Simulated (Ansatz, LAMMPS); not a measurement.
# Glassy 69SiO2-10CaO-10Na2O-10BaO (mol %) (81 atoms) under strain, part 4 of 5

How stiff is glassy 69SiO2-10CaO-10Na2O-10BaO (mol %) (81 atoms), and how do its levels respond to strain?

Ansatz 0.2.0; Kohn-Sham DFT, PBE, PAW (set soft_2), plane waves.

The cell: 20 Si, 3 Ca, 6 Na, 3 Ba and 49 O. The quench rate of 8 K/ps is many orders above laboratory rates. The network of bonds at the start is that of the classical potential that made the cell. Sampling is at Γ alone. Spin–orbit coupling is left out.

So far. Step 7 (Volume -6 %): The relaxation converged after 10 steps, 1.39 eV below its start, with a largest force component of 0.045 eV/Å. Step 7 (Volume -6 %): Volume -6 %: the energy stands 0.598 eV above that of the reference, at a pressure of 2.96 GPa.

### 8. Volume +6 %

The relaxed cell is scaled to another volume.

The input, input.yaml:

```yaml
crystal:
  lattice:
    - [10.44408, 0.04421, 0.26847]
    - [0.04421, 11.15902, 0.03428]
    - [0.26847, 0.03428, 10.60592]
  atoms:
    [... the 81 atom lines of step 4 ...]
kpoints:
  mp_grid: { grid: [1, 1, 1] }
hamiltonian:
  xc: pbe
scf:
  occupations: { method: gaussian, width: 0.05 }
output:
  forces: true
  eigenvalues: true
  stress: true
relax:
  f_tol: 0.05
  max_steps: 70
```

Started as:

```
> ansatz run input.yaml --threads 4 --pin off --max-ram 8192MiB --backend cpu --events-out ev --progress --plain --runs-dir out
```

Numbers of over 12 decimals in the logs are rounded to 6 here.

What it wrote:

```text
[...]
Crystal: 81 atoms, lattice volume = 1235.238 Å³
Basis set: ecut = 420 eV, 24183 PW (Γ), exchange–correlation on 144×150×144 points (8 copies of the dense FFT grid, shifted against one another)
Bands: 325, of which v1, the nominal top of the filled ones, is band 244 counted from 1 (243 counted from 0)
Symmetry: 1 space group operations
[...]
k-points: 1
[...]
SCF iter   1: F=—  HF=-72832.889139 eV  |F-HF|=—  |Δ(HF+E_count)|=         —  Δρ=1.75e-3  dr2=4.65e-2  ethr=1.77e-3  ⟨swp⟩=6.0  Hψ=1514  notcnv=0  defer=71
[...]
SCF iter   5: F=—  HF=-72832.899162 eV  |F-HF|=—  |Δ(HF+E_count)|=   7.75e-5  Δρ=8.15e-5  dr2=7.46e-5  ethr=5.65e-8  ⟨swp⟩=2.0  Hψ=428  notcnv=0  defer=73
SCF iter   6: F=-72832.899172 eV  HF=-72832.899169 eV  |F-HF|=2.85e-6  |Δ(HF+E_count)|=   7.76e-6  Δρ=2.61e-5  dr2=8.23e-6  ethr=1.28e-8  ⟨swp⟩=17.0  Hψ=2417  notcnv=0
SCF 1 converged in 6 iterations: F = -72832.899172 eV  dr2 = 8.23e-6
[...]
relax step   1: F+E_penalty+E_count = -72832.89917224 eV  Δ(F+E_penalty+E_count) = +0.000e0 eV  max|allowed force component| = 9.227e-1 eV/Å  Δτ_max = 0.0000 Å  (6 SCF iters, dr2 threshold 6.25e-5 eV, accepted)
[...]
relax step   2: F+E_penalty+E_count = -72833.46241784 eV  Δ(F+E_penalty+E_count) = -5.632e-1 eV  max|allowed force component| = 8.352e-1 eV/Å  Δτ_max = 0.1946 Å  (6 SCF iters, dr2 threshold 5.32e-5 eV, accepted)
[...]
relax step   3: F+E_penalty+E_count = -72833.87558089 eV  Δ(F+E_penalty+E_count) = -4.132e-1 eV  max|allowed force component| = 3.708e-1 eV/Å  Δτ_max = 0.1185 Å  (6 SCF iters, dr2 threshold 4.36e-5 eV, accepted)
relax step   4: F+E_penalty+E_count = -72833.92101624 eV  Δ(F+E_penalty+E_count) = -4.544e-2 eV  max|allowed force component| = 4.726e-1 eV/Å  Δτ_max = 0.2000 Å  (7 SCF iters, dr2 threshold 2.71e-5 eV, accepted)
relax step   5: F+E_penalty+E_count = -72834.04093460 eV  Δ(F+E_penalty+E_count) = -1.199e-1 eV  max|allowed force component| = 2.540e-1 eV/Å  Δτ_max = 0.1098 Å  (6 SCF iters, dr2 threshold 4.40e-5 eV, accepted)
relax step   6: F+E_penalty+E_count = -72834.05592071 eV  Δ(F+E_penalty+E_count) = -1.499e-2 eV  max|allowed force component| = 2.696e-1 eV/Å  Δτ_max = 0.1631 Å  (7 SCF iters, dr2 threshold 1.86e-5 eV, accepted)
relax step   7: F+E_penalty+E_count = -72834.09312899 eV  Δ(F+E_penalty+E_count) = -3.721e-2 eV  max|allowed force component| = 1.552e-1 eV/Å  Δτ_max = 0.0580 Å  (6 SCF iters, dr2 threshold 2.10e-5 eV, accepted)
relax step   8: F+E_penalty+E_count = -72834.10957861 eV  Δ(F+E_penalty+E_count) = -1.645e-2 eV  max|allowed force component| = 1.665e-1 eV/Å  Δτ_max = 0.2000 Å  (7 SCF iters, dr2 threshold 7.99e-6 eV, accepted)
relax step   9: F+E_penalty+E_count = -72833.85036097 eV  Δ(F+E_penalty+E_count) = +2.592e-1 eV  max|allowed force component| = 8.251e-1 eV/Å  Δτ_max = 0.2000 Å  (8 SCF iters, dr2 threshold 9.19e-6 eV, rejected (line search))
relax step  10: F+E_penalty+E_count = -72834.13722259 eV  Δ(F+E_penalty+E_count) = -2.764e-2 eV  max|allowed force component| = 1.025e-1 eV/Å  Δτ_max = 0.1000 Å  (10 SCF iters, accepted)
relax step  11: F+E_penalty+E_count = -72834.14513742 eV  Δ(F+E_penalty+E_count) = -7.915e-3 eV  max|allowed force component| = 1.047e-1 eV/Å  Δτ_max = 0.0495 Å  (7 SCF iters, dr2 threshold 3.99e-6 eV, accepted)
relax step  12: F+E_penalty+E_count = -72834.15037989 eV  Δ(F+E_penalty+E_count) = -5.242e-3 eV  max|allowed force component| = 5.443e-2 eV/Å  Δτ_max = 0.0270 Å  (6 SCF iters, dr2 threshold 4.16e-6 eV, accepted)
relax step  13: F+E_penalty+E_count = -72834.14790604 eV  Δ(F+E_penalty+E_count) = +2.474e-3 eV  max|allowed force component| = 1.283e-1 eV/Å  Δτ_max = 0.0843 Å  (9 SCF iters, rejected (line search))
[...]
relax step  14: F+E_penalty+E_count = -72834.15726164 eV  Δ(F+E_penalty+E_count) = -6.882e-3 eV  max|allowed force component| = 3.794e-2 eV/Å  Δτ_max = 0.0417 Å  (8 SCF iters, accepted)
SCF converged after 8 iterations
Free energy (F): -72834.157262 eV
[...]
Internal energy: -72834.157262 eV  (E = F + TS)
E sigma→0 (E₀):  -72834.157262 eV
Fermi energy:    5.394105 eV
[...]
Σ components = -72834.157262   (vs F -72834.157262, Δ=0.00e0)
--- Forces (eV/Å), atoms counted from 1 ---
  atom   1  Si    -0.00188351     0.00606965     0.01158640
  atom   2  Si     0.01199191     0.01373938    -0.00639377
  atom   3  Si    -0.00138687     0.00435102    -0.00721061
  atom   4  Si    -0.00206253     0.01602187     0.00459848
[...]
atom  81  O      0.00394556     0.00042742     0.00532177
  max |Σ_I F_I| component: 1.81e-4 eV/Å
--- Stress (GPa, compression-positive) ---
       -2.160485       0.215985      -0.036373
        0.215985      -1.080195       0.040281
       -0.036374       0.040281      -1.571617
  P = ⅓ Tr σ = -1.6041 GPa (-16.041 kbar)
--- Band table (eV) ---
[...]
--- Relaxed structure (14 steps of the walk, 12 accepted, 0 SCFs on fresh bases) ---
  F+E_penalty+E_count = -72834.15726164 eV   max|allowed force component| = 3.794e-2 eV/Å
  atoms:
    - { symbol: Si, position: [0.676320, 0.808719, 0.192688] }
    - { symbol: Si, position: [0.539772, 0.565331, 0.855874] }
    - { symbol: Si, position: [0.525098, 0.525378, 0.569209] }
    - { symbol: Si, position: [0.175517, 0.386973, 0.732288] }
[...]
- { symbol: O, position: [0.925930, 0.409121, 0.309120] }
```

Elapsed: 3 min, on 4 threads of Arm Neoverse V1, shared host; peak memory 1.6 GiB.

The relaxation converged after 14 steps, 1.26 eV below its start, with a largest force component of 0.038 eV/Å.

Volume +6 %: the energy stands 0.348 eV above that of the reference, at a pressure of -1.60 GPa.

### 9. Volume -10 %

The relaxed cell is scaled to another volume.

Input and log are left out; they have the form of those shown for this kind of step.

The job ended after 2.4 min (4 threads of Arm Neoverse V1, shared host; peak memory 1.4 GiB).

The relaxation converged after 12 steps, 4.15 eV below its start, with a largest force component of 0.039 eV/Å.

Volume -10 %: the energy stands 1.80 eV above that of the reference, at a pressure of 5.37 GPa.

### 10. Stretched by 1 % along x

The relaxed cell is strained along x alone, which gives the stiffness along x and its coupling to y and z.

input.yaml, the sections that differ from step 8:

```yaml
crystal:
  lattice:
    - [10.34561, 0.04336, 0.26331]
    - [0.04379, 10.94437, 0.03362]
    - [0.26594, 0.03362, 10.40191]
  atoms:
    [... the 81 atom lines of step 4 ...]
# kpoints, hamiltonian, scf, output, relax: as in step 8
```

What it wrote:

```text
[...]
Crystal: 81 atoms, lattice volume = 1176.972 Å³
Basis set: ecut = 420 eV, 22997 PW (Γ), exchange–correlation on 144×150×144 points (8 copies of the dense FFT grid, shifted against one another)
Bands: 325, of which v1, the nominal top of the filled ones, is band 244 counted from 1 (243 counted from 0)
Symmetry: 1 space group operations
[...]
k-points: 1
[...]
SCF iter   1: F=—  HF=-72834.400078 eV  |F-HF|=—  |Δ(HF+E_count)|=         —  Δρ=1.76e-3  dr2=4.51e-2  ethr=1.77e-3  ⟨swp⟩=7.0  Hψ=1645  notcnv=0  defer=61
[...]
SCF iter   6: F=-72834.409227 eV  HF=-72834.409225 eV  |F-HF|=2.34e-6  |Δ(HF+E_count)|=   5.81e-6  Δρ=2.26e-5  dr2=5.75e-6  ethr=1.27e-8  ⟨swp⟩=15.0  Hψ=2050  notcnv=0
SCF 1 converged in 6 iterations: F = -72834.409227 eV  dr2 = 5.75e-6
[...]
relax step   1: F+E_penalty+E_count = -72834.40922746 eV  Δ(F+E_penalty+E_count) = +0.000e0 eV  max|allowed force component| = 4.649e-1 eV/Å  Δτ_max = 0.0000 Å  (6 SCF iters, dr2 threshold 6.25e-5 eV, accepted)
[...]
relax step   2: F+E_penalty+E_count = -72834.43012785 eV  Δ(F+E_penalty+E_count) = -2.090e-2 eV  max|allowed force component| = 3.477e-1 eV/Å  Δτ_max = 0.0662 Å  (6 SCF iters, dr2 threshold 1.35e-5 eV, accepted)
[...]
relax step   3: F+E_penalty+E_count = -72834.46063760 eV  Δ(F+E_penalty+E_count) = -3.051e-2 eV  max|allowed force component| = 1.065e-1 eV/Å  Δτ_max = 0.0339 Å  (6 SCF iters, dr2 threshold 7.55e-6 eV, accepted)
relax step   4: F+E_penalty+E_count = -72834.45800836 eV  Δ(F+E_penalty+E_count) = +2.629e-3 eV  max|allowed force component| = 1.307e-1 eV/Å  Δτ_max = 0.0819 Å  (9 SCF iters, rejected (line search))
[...]
relax step   5: F+E_penalty+E_count = -72834.47292575 eV  Δ(F+E_penalty+E_count) = -1.229e-2 eV  max|allowed force component| = 4.200e-2 eV/Å  Δτ_max = 0.0401 Å  (8 SCF iters, accepted)
SCF converged after 8 iterations
Free energy (F): -72834.472926 eV
[...]
Internal energy: -72834.472926 eV  (E = F + TS)
E sigma→0 (E₀):  -72834.472926 eV
Fermi energy:    5.873032 eV
[...]
--- Forces (eV/Å), atoms counted from 1 ---
  atom   1  Si     0.00103114    -0.01244592     0.01099075
  atom   2  Si    -0.00290362     0.00412896     0.01807297
  atom   3  Si     0.00061387    -0.00304001     0.01089456
  atom   4  Si     0.01895990     0.02306007     0.00176428
  atom   5  Si    -0.00489150     0.00217307    -0.01476299
  atom   6  Si     0.03410479     0.00485986    -0.03239341
  atom   7  Si    -0.01074899    -0.01684389     0.00692913
  atom   8  Si     0.00241059    -0.01057766     0.00316072
  atom   9  Si     0.00502453     0.04199909     0.01733663
  atom  10  Si     0.00726952     0.00470159    -0.00503306
  atom  11  Si     0.02192022    -0.01842705    -0.02172534
  atom  12  Si    -0.01075721     0.01875280     0.00650488
  atom  13  Si    -0.02795074    -0.00653435     0.01440149
  atom  14  Si     0.00624844     0.01774304    -0.00807803
[...]
atom  80  O      0.01297288    -0.00518160    -0.02159444
  atom  81  O     -0.01154364     0.00030941     0.02318574
  max |Σ_I F_I| component: 1.08e-4 eV/Å
--- Stress (GPa, compression-positive) ---
       -0.926209      -0.016552      -0.025327
       -0.016553      -0.213119      -0.005717
       -0.025328      -0.005717      -0.284894
  P = ⅓ Tr σ = -0.4747 GPa (-4.747 kbar)
--- Band table (eV) ---
[...]
--- Relaxed structure (5 steps of the walk, 4 accepted, 0 SCFs on fresh bases) ---
  F+E_penalty+E_count = -72834.47292575 eV   max|allowed force component| = 4.200e-2 eV/Å
  atoms:
    - { symbol: Si, position: [0.671579, 0.794527, 0.189015] }
    - { symbol: Si, position: [0.542667, 0.575350, 0.868207] }
    - { symbol: Si, position: [0.528567, 0.525596, 0.585415] }
    - { symbol: Si, position: [0.176246, 0.390863, 0.731594] }
[...]
- { symbol: O, position: [0.923276, 0.400243, 0.309785] }
```

Run time: 61 s. Hardware: 4 threads; peak memory 1.5 GiB; 3.9 min of CPU time.

The relaxation converged after 5 steps, 0.0637 eV below its start, with a largest force component of 0.042 eV/Å.

Stretched by 1 % along x: the energy stands 0.0327 eV above that of the reference, at a pressure of -0.475 GPa.

### 11. Compressed by 1 % along x

The relaxed cell is strained along x alone, which gives the stiffness along x and its coupling to y and z.

input.yaml, the sections that differ from step 10:

```yaml
crystal:
  lattice:
    - [10.14075, 0.04336, 0.26331]
    - [0.04293, 10.94437, 0.03362]
    - [0.26068, 0.03362, 10.40191]
  atoms:
    [... the 81 atom lines of step 4 ...]
# kpoints, hamiltonian, scf, output, relax: as in step 10
```

What it wrote:

```text
[...]
Crystal: 81 atoms, lattice volume = 1153.666 Å³
Basis set: ecut = 420 eV, 22545 PW (Γ), exchange–correlation on 144×150×144 points (8 copies of the dense FFT grid, shifted against one another)
Bands: 325, of which v1, the nominal top of the filled ones, is band 244 counted from 1 (243 counted from 0)
Symmetry: 1 space group operations
[...]
k-points: 1
[...]
SCF iter   1: F=—  HF=-72834.403511 eV  |F-HF|=—  |Δ(HF+E_count)|=         —  Δρ=1.80e-3  dr2=4.80e-2  ethr=1.77e-3  ⟨swp⟩=6.0  Hψ=1527  notcnv=0  defer=70
[...]
SCF iter   6: F=-72834.411160 eV  HF=-72834.411158 eV  |F-HF|=2.43e-6  |Δ(HF+E_count)|=   3.66e-6  Δρ=2.24e-5  dr2=5.59e-6  ethr=1.28e-8  ⟨swp⟩=18.0  Hψ=2219  notcnv=0
SCF 1 converged in 6 iterations: F = -72834.411160 eV  dr2 = 5.59e-6
[...]
relax step   1: F+E_penalty+E_count = -72834.41116019 eV  Δ(F+E_penalty+E_count) = +0.000e0 eV  max|allowed force component| = 5.397e-1 eV/Å  Δτ_max = 0.0000 Å  (6 SCF iters, dr2 threshold 6.25e-5 eV, accepted)
[...]
relax step   2: F+E_penalty+E_count = -72834.44431932 eV  Δ(F+E_penalty+E_count) = -3.316e-2 eV  max|allowed force component| = 2.796e-1 eV/Å  Δτ_max = 0.0627 Å  (6 SCF iters, dr2 threshold 1.82e-5 eV, accepted)
[...]
relax step   3: F+E_penalty+E_count = -72834.46705450 eV  Δ(F+E_penalty+E_count) = -2.274e-2 eV  max|allowed force component| = 9.805e-2 eV/Å  Δτ_max = 0.0362 Å  (6 SCF iters, dr2 threshold 4.89e-6 eV, accepted)
relax step   4: F+E_penalty+E_count = -72834.47329521 eV  Δ(F+E_penalty+E_count) = -6.241e-3 eV  max|allowed force component| = 9.175e-2 eV/Å  Δτ_max = 0.0354 Å  (8 SCF iters, accepted)
[...]
relax step   5: F+E_penalty+E_count = -72834.47548738 eV  Δ(F+E_penalty+E_count) = -2.192e-3 eV  max|allowed force component| = 4.690e-2 eV/Å  Δτ_max = 0.0140 Å  (7 SCF iters, accepted)
SCF converged after 7 iterations
Free energy (F): -72834.475487 eV
[...]
Internal energy: -72834.475487 eV  (E = F + TS)
E sigma→0 (E₀):  -72834.475487 eV
Fermi energy:    6.085082 eV
[...]
--- Forces (eV/Å), atoms counted from 1 ---
  atom   1  Si    -0.01551488    -0.00741400     0.00603372
  atom   2  Si    -0.00502343    -0.02265246    -0.01069085
  atom   3  Si    -0.01218447     0.00413508    -0.00463052
  atom   4  Si    -0.00917459    -0.00711100     0.00684070
  atom   5  Si     0.02699823     0.00643223     0.01071906
  atom   6  Si    -0.03463128     0.03463810     0.04124693
  atom   7  Si    -0.01496577     0.00429181    -0.00838119
  atom   8  Si     0.00347322    -0.00305824     0.00511018
  atom   9  Si    -0.03356399    -0.03009282    -0.01163067
  atom  10  Si    -0.00234884    -0.00399732     0.00478614
  atom  11  Si    -0.01020562     0.00958440     0.01329141
  atom  12  Si     0.00050607    -0.01217772     0.00499180
  atom  13  Si     0.00154082     0.03502691     0.00825587
  atom  14  Si     0.02285017    -0.02993941    -0.02619113
[...]
atom  80  O     -0.00580222     0.00480582    -0.00613947
  atom  81  O      0.00189167    -0.00942133     0.01731690
  max |Σ_I F_I| component: 1.58e-4 eV/Å
--- Stress (GPa, compression-positive) ---
        0.934522       0.064269       0.054320
        0.064269       0.360836       0.028819
        0.054319       0.028819       0.321230
  P = ⅓ Tr σ = 0.5389 GPa (5.389 kbar)
--- Band table (eV) ---
[...]
--- Relaxed structure (5 steps of the walk, 5 accepted, 0 SCFs on fresh bases) ---
  F+E_penalty+E_count = -72834.47548738 eV   max|allowed force component| = 4.690e-2 eV/Å
  atoms:
    - { symbol: Si, position: [0.671615, 0.792646, 0.188615] }
    - { symbol: Si, position: [0.543018, 0.576775, 0.868932] }
    - { symbol: Si, position: [0.530407, 0.524460, 0.587517] }
    - { symbol: Si, position: [0.177907, 0.391826, 0.731747] }
[...]
- { symbol: O, position: [0.918818, 0.400516, 0.311073] }
```

It took 60 s on 4 threads; peak memory 1.5 GiB; 3.8 min of CPU time.

The relaxation converged after 5 steps, 0.0643 eV below its start, with a largest force component of 0.047 eV/Å.

Compressed by 1 % along x: the energy stands 0.0302 eV above that of the reference, at a pressure of 0.539 GPa.

[end of part 4 of 5]

[Logs are printed without paths, hosts, clocks, repeated set-up lines and the standing remarks that a program may print on its own settings, such as how far it seeks lower states.]

[Hosts, paths, dates, database ids (printed as entryN), source tags and the programs' standing remarks are cut or masked in the printed files.]
